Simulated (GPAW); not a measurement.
Two runs for the Si K edge of atom 7 in ZrCuSiP (P4/nmm). Run A: GPAW, LDA, excited-electron core hole (neutral cell), 16-atom cell with 5.1 Å between holes, 5×5×5 k points, dipole transitions, Gaussian full width 0.9 eV up to 4 eV, rising linearly to 3.5 eV at 25 eV. Run B differs in one choice.

Energy from the lowest empty level; intensity scaled to a mean of 1 over the first 20 eV:

```
E (eV)     A     B
  -2.0  0.00  0.00
  -1.0  0.01  0.00
   0.0  0.54  0.16
   1.0  0.49  0.61
   2.0  1.02  1.00
   3.0  0.98  1.22
   4.0  1.53  1.47
   5.0  1.80  1.72
   6.0  1.46  1.56
   7.0  1.48  1.59
   8.0  1.52  1.34
   9.0  0.92  1.04
  10.0  0.77  0.77
  11.0  0.69  0.56
  12.0  0.74  0.66
  13.0  0.77  0.79
  14.0  0.76  0.84
  15.0  0.77  0.77
  16.0  0.81  0.78
  17.0  0.87  0.87
  18.0  0.92  0.90
  19.0  0.89  0.89
  20.0  0.85  0.88
  21.0  0.81  0.83
  22.0  0.76  0.74
  23.0  0.69  0.65
  24.0  0.61  0.59
  25.0  0.55  0.54
  26.0  0.53  0.51
  27.0  0.53  0.52
  28.0  0.56  0.58
  29.0  0.63  0.67
  30.0  0.71  0.76
  31.0  0.77  0.79
```

Question: What was changed?
a) the broadening
b) the plane-wave cutoff
c) the size of the supercell
d) the volume of the cell

(c): run B changes the supercell atoms from 16 to 8, and the k mesh follows the cell. Against the first run the r.m.s. difference is 10 %. The highest intensity below 16 eV goes from 5.2 eV (1.83) to 5.1 eV (1.73). Other settings could leave a like mark; this is the one that was changed.

[Banner, clock and machine lines of the logs are left out without a mark of their own.]

[Logs are printed without paths, hosts, clocks, repeated set-up lines and the standing remarks that a program may print on its own settings, such as how far it seeks lower states.]

[Hosts, paths, dates, database ids (printed as entryN), source tags and the programs' standing remarks are cut or masked in the printed files.]

[Lists of maxima count a maximum above −3 eV only where it reaches 4 % of the highest in the window and stands out from its surroundings by 2 % of it (1.5 % where it reaches 55 %); shoulders and weaker maxima are passed over, and of the rest the first, up to two pre-edge ones and the few strongest are named.]
